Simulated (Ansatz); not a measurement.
In doubt: one-shot GW on d or f shells is unsure, so the values of those runs are not to be relied on.

Rows from a G0W0 calculation on Ag3AuSe2 (I4_132) (Ansatz 0.2.0; G0W0 on r2SCAN, plane waves, PAW; 2×2×2 mesh, 1470 empty bands, screening to 120 eV, hard PAW files), in eV. Spin-orbit coupling is left out.

| row | k | band | start | Σx | Σc at the solution | Vxc |
| --- | --- | --- | --- | --- | --- | --- |
| A | Γ | v1 | 13.815 | -24.452 | 2.537 | -21.800 |
| B | Γ | c2 | 14.630 | -10.783 | -3.193 | -13.884 |
| C | Γ | c1 | 14.275 | -13.361 | -3.413 | -16.829 |
| D | Γ | c4 | 15.027 | -11.947 | -3.602 | -15.549 |
| E | Γ | v3 | 13.534 | -24.613 | 2.618 | -21.881 |

Question: Give the quasiparticle energies and the shift of each level.

The quasiparticle equation reads E = start + Σx + Σc(E) − Vxc.

| row | E (eV) | shift (eV) |
| --- | --- | --- |
| A | 13.699 | −0.116 |
| B | 14.538 | −0.092 |
| C | 14.331 | +0.056 |
| D | 15.028 | +0.001 |
| E | 13.420 | −0.114 |

Limits: not at the basis limit; d shell near the gap, gap tends to lie low; no spin-orbit coupling; coarse k mesh.

[Runs of the session that timed out or met a known fault of the program may be left out.]

[Cells called generated may have been cut or substituted from an entry of the Crystallography Open Database or the Materials Project.]

[Hosts, paths, dates, database ids (printed as entryN), source tags and the programs' standing remarks are cut or masked in the printed files.]
